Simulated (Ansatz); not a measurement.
# F on Cu(100): change of the work function, part 3 of 4

Aim: the work function of Cu(100) at several coverages of F (hollow site), and the dipole that each adsorbate carries.

Ansatz 0.2.0; plane-wave DFT, PBE, Ansatz PAW.

So far, work function, upper face (eV): step 2 (the clean slab) 4.57; step 3 (37 atoms, coverage 0.111 ML, cell 3x3) 4.85.

### Step 4. The covered slab, k-mesh 6×6×1, coverage 0.25 ML

System of this step: Cu16F (F/Cu(100)). The cell holds 17 atoms: 16 Cu and 1 F. Its edges and angles: a = 5.105 Å, b = 5.105 Å, c = 24.147 Å, α = 90.0°, β = 90.0°, γ = 90.0°. Vacuum lies along c.

Another coverage, to see how the dipoles act on each other as their distance changes.

input.yaml reads:

```yaml
crystal:
  lattice:
    - [5.1053109602, 0.0, 0.0]
    - [0.0, 5.1053109602, 0.0]
    - [0.0, 0.0, 24.1470894331]
  atoms:
    - { symbol: Cu, position: [0.25, 0.25, 0.3727157273] }
    - { symbol: Cu, position: [0.0, 0.0, 0.4474659371] }
    - { symbol: Cu, position: [0.25, 0.25, 0.5235136092] }
    - { symbol: Cu, position: [0.0, 0.0, 0.5970893317] }
    - { symbol: Cu, position: [0.25, 0.75, 0.3727157273] }
    - { symbol: Cu, position: [0.0, 0.5, 0.4474659371] }
    - { symbol: Cu, position: [0.25, 0.75, 0.5235136092] }
    - { symbol: Cu, position: [0.0, 0.5, 0.5970893317] }
    - { symbol: Cu, position: [0.75, 0.25, 0.3727157273] }
    - { symbol: Cu, position: [0.5, 0.0, 0.4474659371] }
    - { symbol: Cu, position: [0.75, 0.25, 0.5235136092] }
    - { symbol: Cu, position: [0.5, 0.0, 0.5970893317] }
    - { symbol: Cu, position: [0.75, 0.75, 0.3727157273] }
    - { symbol: Cu, position: [0.5, 0.5, 0.4474659371] }
    - { symbol: Cu, position: [0.75, 0.75, 0.5235136092] }
    - { symbol: Cu, position: [0.5, 0.5, 0.5970893317] }
    - { symbol: F, position: [0.25, 0.25, 0.6272842727] }
kpoints:
  mp_grid: { grid: [6, 6, 1] }
hamiltonian:
  xc: pbe
scf:
  occupations: { method: fermi_dirac, width: 0.1 }
  convergence: { dr2_threshold: 1.0e-08 }
efield:
  axis: 3
  dipole_correction: true
  ramp_position: 0.97
  ramp_width: 0.06
relax:
  f_tol: 0.02
  max_steps: 60
  constraints: [{ sites: [0, 1, 4, 5, 8, 9, 12, 13] }]
output:
  dos: { projected: true, e_range: [-8, 4] }
  write_potential: true
  write_density: true
  volumetric_format: npy
  elf: true
```

Run with:

```console
ansatz run input.yaml --threads 4 --pin off --max-ram 16384MiB --backend cpu --events-out ev --progress --plain --runs-dir out
```

What it wrote:

```text
[...]
Crystal: 17 atoms, lattice volume = 629.375 Å³
Basis set: ecut = 420 eV, 12321 PW (Γ), exchange–correlation on 72×72×324 points (8 copies of the dense FFT grid, shifted against one another)
Bands: 187, of which v1, the nominal top of the filled ones, is band 156 counted from 1 (155 counted from 0)
Symmetry: 8 space group operations
[...]
k-points: 10 of 36
[...]
SCF iter   1: F=—  HF=-106805.315864 eV  |F-HF|=—  |Δ(HF+E_count)|=         —  Δρ=3.27e-3  dr2=3.04e-1  ethr=1.77e-3  p=0.097 e·Å  D=2.78e-2 V/Å  ΔV_dip=-0.67 eV  dr2_dipole=7.51e-2  V_vac-E_F(+/−)=3.84/4.51 eV  ⟨swp⟩=7.3  Hψ=7759  notcnv=0  defer=114
[...]
SCF iter  13: F=-106805.323374 eV  HF=-106805.323374 eV  |F-HF|=2.33e-8  |Δ(HF+E_count)|=   1.00e-7  Δρ=5.89e-7  dr2=2.07e-9  ethr=3.22e-12  p=0.050 e·Å  D=1.45e-2 V/Å  ΔV_dip=-0.35 eV  dr2_dipole=7.17e-12  V_vac-E_F(+/−)=4.20/4.55 eV  ⟨swp⟩=24.6  Hψ=14661  notcnv=0
SCF 1 converged in 13 iterations: F = -106805.323374 eV  dr2 = 2.07e-9
[...]
relax step   1: F+E_penalty+E_count = -106805.32337400 eV  Δ(F+E_penalty+E_count) = +0.000e0 eV  max|allowed force component| = 3.641e0 eV/Å  Δτ_max = 0.0000 Å  (13 SCF iters, accepted)
[...]
SCF iter  12: F=-106805.865753 eV  HF=-106805.865753 eV  |F-HF|=1.35e-8  |Δ(HF+E_count)|=   4.58e-8  Δρ=8.41e-7  dr2=3.33e-9  ethr=3.22e-12  p=0.021 e·Å  D=5.99e-3 V/Å  ΔV_dip=-0.14 eV  dr2_dipole=3.38e-11  V_vac-E_F(+/−)=4.41/4.55 eV  ⟨swp⟩=14.3  Hψ=13040  notcnv=0
SCF 2 converged in 12 iterations: F = -106805.865753 eV  dr2 = 3.33e-9
relax step   2: F+E_penalty+E_count = -106805.86575288 eV  Δ(F+E_penalty+E_count) = -5.424e-1 eV  max|allowed force component| = 2.532e0 eV/Å  Δτ_max = 0.1432 Å  (12 SCF iters, accepted)
SCF iter   1: F=—  HF=-106806.348079 eV  |F-HF|=—  |Δ(HF+E_count)|=         —  Δρ=4.49e-3  dr2=2.81e-1  ethr=8.97e-4  p=0.021 e·Å  D=5.99e-3 V/Å  ΔV_dip=-0.14 eV  dr2_dipole=7.31e-2  V_vac-E_F(+/−)=4.44/4.59 eV  ⟨swp⟩=4.2  Hψ=4497  notcnv=0  defer=160
[...]
SCF iter  12: F=-106806.297810 eV  HF=-106806.297810 eV  |F-HF|=4.85e-8  |Δ(HF+E_count)|=   1.52e-7  Δρ=1.41e-6  dr2=8.83e-9  ethr=3.22e-12  p=-0.039 e·Å  D=-1.12e-2 V/Å  ΔV_dip=0.27 eV  dr2_dipole=1.57e-11  V_vac-E_F(+/−)=4.82/4.55 eV  ⟨swp⟩=15.1  Hψ=14199  notcnv=0
SCF 3 converged in 12 iterations: F = -106806.297810 eV  dr2 = 8.83e-9
[...]
relax step   3: F+E_penalty+E_count = -106806.29780988 eV  Δ(F+E_penalty+E_count) = -4.321e-1 eV  max|allowed force component| = 1.016e0 eV/Å  Δτ_max = 0.1948 Å  (12 SCF iters, accepted)
[...]
relax step   4: F+E_penalty+E_count = -106806.39756290 eV  Δ(F+E_penalty+E_count) = -9.975e-2 eV  max|allowed force component| = 1.343e-1 eV/Å  Δτ_max = 0.2000 Å  (11 SCF iters, accepted)
SCF iter   1: F=—  HF=-106806.401759 eV  |F-HF|=—  |Δ(HF+E_count)|=         —  Δρ=8.42e-4  dr2=5.76e-3  ethr=2.39e-5  p=-0.095 e·Å  D=-2.72e-2 V/Å  ΔV_dip=0.66 eV  dr2_dipole=1.35e-3  V_vac-E_F(+/−)=5.20/4.54 eV  ⟨swp⟩=2.5  Hψ=3381  notcnv=0  defer=182
[...]
SCF iter  10: F=-106806.400548 eV  HF=-106806.400548 eV  |F-HF|=5.00e-8  |Δ(HF+E_count)|=   7.29e-9  Δρ=7.79e-7  dr2=3.28e-9  ethr=3.22e-12  p=-0.106 e·Å  D=-3.06e-2 V/Å  ΔV_dip=0.74 eV  dr2_dipole=7.34e-12  V_vac-E_F(+/−)=5.27/4.54 eV  ⟨swp⟩=13.4  Hψ=12893  notcnv=0
SCF 5 converged in 10 iterations: F = -106806.400548 eV  dr2 = 3.28e-9
relax step   5: F+E_penalty+E_count = -106806.40054804 eV  Δ(F+E_penalty+E_count) = -2.985e-3 eV  max|allowed force component| = 1.575e-2 eV/Å  Δτ_max = 0.0356 Å  (10 SCF iters, accepted)
[...]
SCF converged after 10 iterations
Free energy (F): -106806.400548 eV
[...]
Internal energy: -106806.199632 eV  (E = F + TS)
E sigma→0 (E₀):  -106806.300090 eV
Entropy (-TS):   -0.200916 eV (-11.819 meV/atom)
Fermi energy:    1.782621 eV
Dipole field:    D = -0.030612 V/Å  (p = -0.106475 e·Å, saw-weighted, corrected)
Work function:   Φ+ = 5.2747 eV   Φ− = 4.5355 eV
[...]
--- Forces (eV/Å), atoms counted from 1 ---
  atom   1  Cu     0.00000000     0.00000000     0.14931293
  atom   2  Cu    -0.05495750    -0.05495750    -0.11408124
  atom   3  Cu    -0.00000000     0.00000000    -0.00486104
  atom   4  Cu     0.00615907     0.00615907     0.00836336
  atom   5  Cu     0.00000000     0.00000000     0.11237549
  atom   6  Cu    -0.05495750     0.05495750    -0.11408124
  atom   7  Cu    -0.00000000     0.00000000    -0.01197187
  atom   8  Cu     0.00615907    -0.00615907     0.00836336
  atom   9  Cu     0.00000000     0.00000000     0.11237549
  atom  10  Cu     0.05495750    -0.05495750    -0.11408124
  atom  11  Cu     0.00000000     0.00000000    -0.01197187
  atom  12  Cu    -0.00615907     0.00615907     0.00836336
  atom  13  Cu    -0.00000000     0.00000000     0.10862525
  atom  14  Cu     0.05495750     0.05495750    -0.11408124
  atom  15  Cu     0.00000000     0.00000000    -0.01524022
  atom  16  Cu    -0.00615907    -0.00615907     0.00836336
  atom  17  F     -0.00000000     0.00000000    -0.01574713
  max |Σ_I F_I| component: 2.55e-5 eV/Å
--- Band table (eV; the first three rows and the last of 10) ---
  k-point 0: bands = [... 152 lower, 1.4657, 1.5070, 1.5070, 1.5325, 1.7524, 1.7561, 1.7561, 2.7260, ... 27 higher]
  k-point 1: bands = [... 152 lower, 0.7345, 1.6848, 1.7051, 1.7760, 2.0255, 2.1034, 2.7635, 3.2585, ... 27 higher]
  k-point 2: bands = [... 152 lower, 0.6340, 1.6781, 2.0748, 2.0802, 2.4575, 2.7906, 3.2300, 3.2413, ... 27 higher]
  k-point 9: bands = [... 152 lower, 0.6659, 0.9213, 0.9213, 1.0432, 2.1068, 2.4045, 2.4045, 2.7110, ... 27 higher]
--- Relaxed structure (5 steps of the walk, 5 accepted, 0 SCFs on fresh bases) ---
  F+E_penalty+E_count = -106806.40054804 eV   max|allowed force component| = 1.575e-2 eV/Å
  atoms:
    - { symbol: Cu, position: [0.25, 0.25, 0.3727157273] }
    - { symbol: Cu, position: [0.0, 0.0, 0.4474659371] }
    - { symbol: Cu, position: [0.25, 0.25, 0.521778] }
    - { symbol: Cu, position: [-0.00282936, -0.00282936, 0.597838] }
    - { symbol: Cu, position: [0.25, 0.75, 0.3727157273] }
    - { symbol: Cu, position: [0.0, 0.5, 0.4474659371] }
    - { symbol: Cu, position: [0.25, 0.75, 0.523808] }
    - { symbol: Cu, position: [-0.00282936, 0.502829, 0.597838] }
    - { symbol: Cu, position: [0.75, 0.25, 0.3727157273] }
    - { symbol: Cu, position: [0.5, 0.0, 0.4474659371] }
    - { symbol: Cu, position: [0.75, 0.25, 0.523808] }
    - { symbol: Cu, position: [0.502829, -0.00282936, 0.597838] }
    - { symbol: Cu, position: [0.75, 0.75, 0.3727157273] }
    - { symbol: Cu, position: [0.5, 0.5, 0.4474659371] }
    - { symbol: Cu, position: [0.75, 0.75, 0.525637] }
    - { symbol: Cu, position: [0.502829, 0.502829, 0.597838] }
    - { symbol: F, position: [0.25, 0.25, 0.651039] }
```

The job ended after 3.2 min (4 threads of Arm Neoverse V2, shared host; peak memory 3 GiB).

Step by step:

```csv
step,energy less that of the first step (eV),largest force component (eV/Å)
1,0.0000,3.6405
2,-0.5424,2.5322
3,-0.9744,1.0163
4,-1.0742,0.1343
5,-1.0772,0.0157
```

Forces are held to the 8 operations that the program found; a distortion that breaks them can't arise in this run.

The atoms that moved most (Å):

```csv
atom,dx,dy,dz,length
F17,0.000,0.000,0.574,0.574
Cu15,0.000,0.000,0.051,0.051
Cu3,0.000,0.000,-0.042,0.042
Cu16,0.014,0.014,0.018,0.027
Cu12,0.014,-0.014,0.018,0.027
Cu8,-0.014,0.014,0.018,0.027
Cu4,-0.014,-0.014,0.018,0.027
Cu11,0.000,0.000,0.007,0.007
```

The relaxed structure:

```xyz
17
Lattice="5.1053 0.0000 0.0000 0.0000 5.1053 0.0000 0.0000 0.0000 24.1471" Properties=species:S:1:pos:R:3
Cu    1.2763    1.2763    9.0000
Cu    0.0000    0.0000   10.8050
Cu    1.2763    1.2763   12.5994
Cu   -0.0144   -0.0144   14.4360
Cu    1.2763    3.8290    9.0000
Cu    0.0000    2.5527   10.8050
Cu    1.2763    3.8290   12.6484
Cu   -0.0144    2.5671   14.4360
Cu    3.8290    1.2763    9.0000
Cu    2.5527    0.0000   10.8050
Cu    3.8290    1.2763   12.6484
Cu    2.5671   -0.0144   14.4360
Cu    3.8290    3.8290    9.0000
Cu    2.5527    2.5527   10.8050
Cu    3.8290    3.8290   12.6926
Cu    2.5671    2.5671   14.4360
F     1.2763    1.2763   15.7207
```

This step gave:

| Property | Result |
| --- | --- |
| energy at zero smearing | -106806.3001 eV |
| work function, upper face | 5.275 eV |
| work function, lower face | 4.535 eV |
| dipole along the normal | -0.1065 e·Å |
| step between the vacuum levels | 0.7392 eV |

The density of states has structure finer than the step of the table below, so its rows give means over 0.25 eV. Peaks (eV: height): -2.890: 71.4, -2.800: 94.6, -2.530: 62.5, -2.290: 86.2, -2.080: 69.4, -1.590: 101, -1.470: 81.9.

Density of states against energy, zero at the Fermi level; means over each step:

```csv
energy (eV),density of states (states/eV a cell)
-7.75,1.13
-7.50,1.20
-7.25,1.38
-7.00,2.70
-6.75,3.13
-6.50,2.12
-6.25,3.24
-6.00,4.53
-5.75,5.19
-5.50,11.8
-5.25,9.40
-5.00,7.57
-4.75,11.9
-4.50,15.4
-4.25,20.7
-4.00,39.6
-3.75,29.4
-3.50,34.5
-3.25,41.2
-3.00,42.4
-2.75,64.5
-2.50,44.0
-2.25,63.5
-2.00,60.7
-1.75,76.2
-1.50,73.2
-1.25,19.2
-1.00,9.24
-0.75,5.39
-0.50,5.26
-0.25,5.86
0.00,5.14
0.25,6.79
0.50,5.17
0.75,4.50
1.00,4.06
1.25,2.96
1.50,6.34
1.75,5.66
```

Projected DOS per atom over height of the atomic layer and energy from the Fermi level. Layers: Cu4 Cu4 Cu4 Cu4 F from below.

Ten even steps from '0' (0.02 states/eV) to '9' (5.72 states/eV), each cell a mean:
```
00000
00000
00000
00000
00000
00000
00010
54481
96580
84460
56650
34430
23420
14411
02101
00003
00008
00001
00000
00000
00000
00000
```
Columns: height of the atomic layer (Å) from 9 to 15.7 (not evenly spaced); rows upwards: energy from the Fermi level (eV) from -7.96 to 1.95.

Valence density in the ca plane at fractional y = 0.250, with atoms of Cu and F within 0.2 Å of it. It is the smooth field of the valence electrons, not physical close to the nuclei.

Values in e/Å³, 8 rows by 16 columns, each cell a mean:
```
 0  1  1  0  0  1  0  0  0  0  0  0  0  0  0  0
 0  7 16  0  0 19  4  0  0  0  0  0  0  0  0  0
 0  4  9  0  0 11  3  0  0  0  0  0  0  0  0  0
 0  0  0  0  0  0  0  0  0  0  0  0  0  0  0  0
 0  1  1  0  0  1  0  0  1  0  0  0  0  0  0  0
 0  7 16  0  0 20  3  0  5  2  0  0  0  0  0  0
 0  4  9  0  0 11  2  0  3  2  0  0  0  0  0  0
 0  0  0  0  0  0  0  0  0  0  0  0  0  0  0  0
```
Columns run along c (16.0 Å, from fractional 0.29 to 0.96 of the cell), rows up along a (5.1 Å). Atoms in or near the plane, at fractional coordinates: Cu at (0.37, 0.25), Cu at (0.52, 0.25), Cu at (0.37, 0.75), Cu at (0.52, 0.75), F at (0.65, 0.25).

Electrostatic potential energy in the ca plane at fractional y = 0.250, with atoms of Cu and F within 0.2 Å of it. With pseudopotentials it is smooth inside the atoms' cores, unlike the true potential.

Ten even steps from '0' (-50 eV) to '9' (7 eV), each cell a mean:
```
99998888998999888899889999999999999999999999
99985336899998533689999999999999999999999999
99961003899997200379999999999999999999999999
99961002799996100279999999999999999999999999
99973115899997311489999999999999999999999999
99987668999998766899999999999999999999999999
99999889998899988999889999999999999999999999
99998888998999888899889999999999999999999999
99985336899998523789999768999999999999999999
99961003899996100489997214999999999999999999
99961002799986000389997113899999999999999999
99973115899997301589998436999999999999999999
99987668999998766899999999999999999999999999
99999889998899988999889999999999999999999999
```
Columns run along c (16.0 Å, from fractional 0.29 to 0.96 of the cell; values clipped at the 3rd and 97th percentile), rows up along a (5.1 Å). Atoms in or near the plane, at fractional coordinates: Cu at (0.37, 0.25), Cu at (0.52, 0.25), Cu at (0.37, 0.75), Cu at (0.52, 0.75), F at (0.65, 0.25).

ELF in the ca plane at fractional y = 0.250, with atoms of Cu and F within 0.2 Å of it. It is the smooth field of the valence electrons, not physical close to the nuclei.

Ten even steps from '0' (0.00) to '9' (0.80), each cell a mean:
```
11222222332233222233221100000000000000000000
11112322222232232223322100000000000000000000
11123863222222377323332110000000000000000000
11124983222222498323332110000000000000000000
11122542222222244223322100000000000000000000
11222222232232222233222100000000000000000000
11222223332233322333221110000000000000000000
11222222332233222232211355310000000000000000
11112322222332232222115899731000000000000000
11123863222222486222128989952000000000000000
11124983222222597322128879952000000000000000
11122542222222354222116999841000000000000000
11222222232232222222212677520000000000000000
11222223332233322332211122100000000000000000
```
Columns run along c (16.0 Å, from fractional 0.29 to 0.96 of the cell), rows up along a (5.1 Å). Atoms in or near the plane, at fractional coordinates: Cu at (0.37, 0.25), Cu at (0.52, 0.25), Cu at (0.37, 0.75), Cu at (0.52, 0.75), F at (0.65, 0.25).

The relaxation took 5 steps and lowered the energy by 1.1 eV; the largest force on the free atoms ends at 0.016 eV/Å.

By hand: a sheet of dipoles makes a step −p/(ε₀A) in the electron's potential. With e/ε₀ = 180.95 V·Å, p = -0.1065 e·Å and A = 26.06 Å², that is −180.95 × (-0.1065) / 26.06 = +0.739 eV, and the two vacuum levels of the run differ by +0.739 eV.

The covered face has 5.27 eV, +0.70 eV against the clean one; the bare back face has moved by -0.05 eV, a measure of how thin the slab is.

(Part 3 of 4 ends here.)

[Long decimals in the printed logs are rounded to 6 places.]

[Logs are printed without paths, hosts, clocks, repeated set-up lines and the standing remarks that a program may print on its own settings, such as how far it seeks lower states.]

[Hosts, paths, dates, database ids (printed as entryN), source tags and the programs' standing remarks are cut or masked in the printed files.]

[Maps of the electrostatic potential energy from Ansatz leave out the sawtooth potential of an applied field or a dipole correction, so their vacuum need not be flat; planar profiles and work functions include it.]

[The density of states shown here was stored with 400 of the rows of the run's finer table, so its peaks can read low, often by over a quarter, or be missed, and its means over a window can be off by a tenth or more.]
